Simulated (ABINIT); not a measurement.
# Quasiparticle gap of MgS (F-43m) in ABINIT, part 3 of 3

Wanted: ground state, empty states, screening and self-energy for MgS (F-43m).

ABINIT 10.8.3; LDA and many-body steps on it, plane waves. Known limits of the many-body steps: not at the basis limit; coarse k mesh.

So far. Step 4 (Empty states on the mesh, 4×4×4 mesh, 30 bands): On this mesh the gap is 3.165 eV. Step 5 (Screening, 4×4×4 mesh, 26 bands, screening to 87.1 eV): Local fields lower ε∞ by 15 %. On a Γ-centred mesh this coarse the value itself is usually too large, while a short band sum pulls it down.

## (6) Self-energy, 4×4×4 mesh, 26 bands, screening to 87.1 eV

The self-energy is evaluated for the states that the input lists, and the levels follow from it, in one-shot runs by the linearised quasiparticle equation.

This step: G0W0 on LDA, plane waves, norm-conserving pseudopotentials.

File run.abi:

```
acell 3*1.0 Angstrom
rprim 
  -0.000000000000 2.833120046800 2.833120046800
  2.833120046800 -0.000000000000 2.833120046800
  2.833120046800 2.833120046800 -0.000000000000
ntypat 2
znucl 12 16
natom 2
typat 1 2
xred 
  0.000000000000 0.000000000000 0.000000000000
  0.750000000000 0.750000000000 0.750000000000
pp_dirpath "pseudos"
pseudos "Mg.upf, S.upf"
ecut 38
ngkpt 4 4 4
nshiftk 1
shiftk 0 0 0
kptopt 1
chksymbreak 0
istwfk *1
occopt 1
irdwfk 1
optdriver 4
nband 26
gwcalctyp 0
ecutsigx 38
symsigma 1
nkptgw 1
kptgw 
  0.0000000000 0.0000000000 0.0000000000
bdgw 
  6 12
ecuteps 3.2
irdscr 1
ppmodel 1
indata_prefix "in"
outdata_prefix "out"
tmpdata_prefix "tmp"
```

Run with:

```console
$ OMP_NUM_THREADS=1 mpirun -n 4 abinit run.abi > log
```

Numbers of over 12 decimals in the logs are rounded to 6 here.

Output:

```text
.Version 10.8.3 of ABINIT. v10.8.2 released Aug 2026.

 Symmetries : space group F-4 3 m (#216); Bravais cF (face-center cubic)
[... echo of the input left out ...]
== DATASET  1 ==================================================================
-   mpi_nproc: 4, omp_nthreads: 1 (-1 if OMP is not activated)

--- !DatasetInfo
iteration_state: {dtset: 1, }
dimensions: {natom: 2, nkpt: 8, mband: 26, nsppol: 1, nspinor: 1, nspden: 1, mpw: 3479, }
cutoff_energies: {ecut:  38.0, pawecutdg:  -1.0, }
electrons: {nelect:   1.60000000E+01, charge:   0.00000000E+00, occopt:   1.00000000E+00, tsmear:   1.00000000E-02, }

 SIGMA: Calculation of the GW corrections

 Based on a program developped by R.W. Godby, V. Olevano, G. Onida, and L. Reining.
 Incorporated in ABINIT by V. Olevano, G.-M. Rignanese, and M. Torrent.
.Using double precision arithmetic ; gwpc =  8

[... cell and pseudopotentials left out ...]
--------------------------------------------------------------------------------

 ==== K-mesh for the wavefunctions ====
 Number of points in the irreducible wedge :     8
[... list of points left out ...]
 Together with 24 symmetry operations and time-reversal symmetry
 yields    64 points in the full Brillouin Zone.

 ==== Q-mesh for screening function ====
 Number of points in the irreducible wedge :     8
[... list of points left out ...]
 Together with 24 symmetry operations and time-reversal symmetry
 yields    64 points in the full Brillouin Zone.

 vcoul_init : cutoff-mode = AUXILIARY_FUNCTION
 q-points for optical limit:   1
     1)      0.000010    0.000020    0.000030
 setmesh: FFT mesh size selected  =    45x   45x   45
          total number of points  =        91125

 Number of electrons calculated from density =   16.0000; Expected =   16.0000
 average of density, n =  0.052131
 r_s =    1.6606
 omega_plasma =   22.0244 [eV]

 === KS Band Gaps ===
  >>>> For spin  1
   Minimum direct gap =   3.1654 [eV], located at k-point      :   0.0000  0.0000  0.0000
   Fundamental gap    =   3.1654 [eV], Top of valence bands at :   0.0000  0.0000  0.0000
                                       Bottom of conduction at :   0.0000  0.0000  0.0000
 SIGMA fundamental parameters:
 PLASMON POLE MODEL  1
 number of plane-waves for SigmaX                 3479
 number of plane-waves for SigmaC and W             65
 number of plane-waves for wavefunctions          3479
 number of bands                                    26
 number of independent spin polarizations            1
 number of spinorial components                      1
 number of k-points in IBZ                           8
 number of q-points in IBZ                           8
 number of symmetry operations                      24
 number of k-points in BZ                           64
 number of q-points in BZ                           64
 number of frequencies for dSigma/dE                 9
 frequency step for dSigma/dE [eV]                0.25
 number of omega for Sigma on real axis              0
 max omega for Sigma on real axis  [eV]           0.00
 zcut for avoiding poles [eV]                     0.10

 EPSILON^-1 parameters (SCR file):
 dimension of the eps^-1 matrix on file             65
 dimension of the eps^-1 matrix used                65
 number of plane-waves for wavefunctions          3479
 number of bands                                    26
 number of q-points in IBZ                           8
 number of frequencies                               2
 number of real frequencies                          1
 number of imag frequencies                          1

 matrix elements of self-energy operator (all in [eV])

 Perturbative Calculation

--- !SelfEnergy_ee
iteration_state: {dtset: 1, }
kpoint     : [   0.000,    0.000,    0.000, ]
spin       : 1
KS_gap     :    3.165
QP_gap     :    4.889
Delta_QP_KS:    1.723
data: !SigmaeeData |
     Band     E0 <VxcDFT>   SigX SigC(E0)      Z dSigC/dE  Sig(E)    E-E0       E
        6   1.305 -12.870 -16.221   2.532   0.784  -0.275 -13.512  -0.642   0.662
        7   1.305 -12.870 -16.221   2.532   0.784  -0.275 -13.512  -0.642   0.662
        8   1.305 -12.870 -16.221   2.532   0.784  -0.275 -13.512  -0.642   0.662
        9   4.470  -9.360  -5.069  -2.973   0.821  -0.219  -8.279   1.081   5.551
       10   9.041 -10.175  -4.841  -3.264   0.815  -0.226  -8.487   1.688  10.729
       11   9.041 -10.175  -4.841  -3.264   0.815  -0.226  -8.487   1.688  10.729
       12   9.041 -10.175  -4.841  -3.264   0.815  -0.226  -8.487   1.688  10.729

== END DATASET(S) ==============================================================
================================================================================

 -outvars: echo values of variables after computation  --------
           etotal      0.0000000000E+00
            nband          26
             nkpt           8
          spgroup         216
 [... the other variables as echoed above ...]

 Calculation completed.
```

Elapsed: 2 s, on 4 MPI ranks of Arm Neoverse V2, shared host; peak memory 0.16 GiB; 7.8 s of CPU time.

Numbers from this step:

```
G0W0 gap on the points computed              : 4.889 eV
starting gap on the mesh                     : 3.165 eV
k of the valence top                         : 0, 0, 0
k of the conduction bottom                   : 0, 0, 0
Z at the valence top                         : 0.784
Z at the conduction bottom                   : 0.821
least direct G0W0 gap on the computed points : 4.889 eV
```

The gap on the mesh goes from 3.17 eV to 4.89 eV, a correction of +1.72 eV.

Limits: finite bands, cutoff and mesh; coarse k mesh. v1 is the top filled band, c1 the lowest empty one. The levels before and after the correction (eV, zero at the valence-band top of each column):

```csv
,conduction bottom,valence top
Kohn-Sham,3.17,0.00
G0W0,4.89,0.00
```

```csv
,level,energy (eV)
Kohn-Sham,Γ v3-v1,0.000
Kohn-Sham,Γ c1,3.165
Kohn-Sham,Γ c2-c4,7.736
G0W0,Γ v3-v1,0.000
G0W0,Γ c1,4.889
G0W0,Γ c2-c4,10.067
```

## (7) Where the time went

Times are wall times on 4 MPI ranks of Arm Neoverse V2, shared host, good to a factor of about two.

```csv
step,time,share,memory (GiB)
ground state,7.2 s,27 %,0.32
bands along the symmetry lines,9.8 s,36 %,0.3
empty states on the mesh,4.4 s,16 %,0.27
screening,3.5 s,13 %,0.45
self-energy,2 s,8 %,0.16
```

## (8) Results

| Property | Result |
| --- | --- |
| LDA gap | 3.17 eV, direct |
| G0W0 gap on the mesh | 4.89 eV |
| GW settings | 4×4×4 mesh, 26 bands, screening to 87.1 eV, Godby-Needs plasmon pole |
| known limits | not at the basis limit; coarse k mesh |

In words: G0W0 moves the gap on the mesh from 3.17 eV to 4.89 eV (+1.72 eV), with Z of 0.78 and 0.82 at the edges. Local fields lower the RPA ε∞ on this mesh from 5.17 to 4.39; a Γ-centred mesh this coarse tends to raise both, most where the direct gap is narrow, while a short band sum lowers them. Only 1 of the mesh's irreducible points was corrected, so a valley elsewhere could overtake. Bands and cutoff are finite, so the gap is not at the basis limit. The miss can reach some tenths of an eV and take either sign; the mesh is an error of its own. In the G0W0 run levels were corrected at 1 k point alone, so a gap called «on the mesh» is the least over those, and an edge elsewhere would be missed. The 4×4×4 mesh is coarse for this cell, which bears on the long-range parts of exchange and screening.

[Paths, hosts, dates, memory and timing lines, banners, echoed tables and standing remarks are left out of the program output.]

[Logs are printed without paths, hosts, clocks, repeated set-up lines and the standing remarks that a program may print on its own settings, such as how far it seeks lower states.]

[Runs of the session that timed out or met a known fault of the program may be left out.]

[Hosts, paths, dates, database ids (printed as entryN), source tags and the programs' standing remarks are cut or masked in the printed files.]

[G0W0 gaps are taken among the corrected bands and points alone; a level outside them can change the order at an edge.]

[Where Ansatz stands beside ABINIT at settings called matched, ABINIT's density can come from a denser mesh and the files from another edition; pairs whose starting gaps differed by over 0.03 eV were left out, so agreement reads better than it is.]
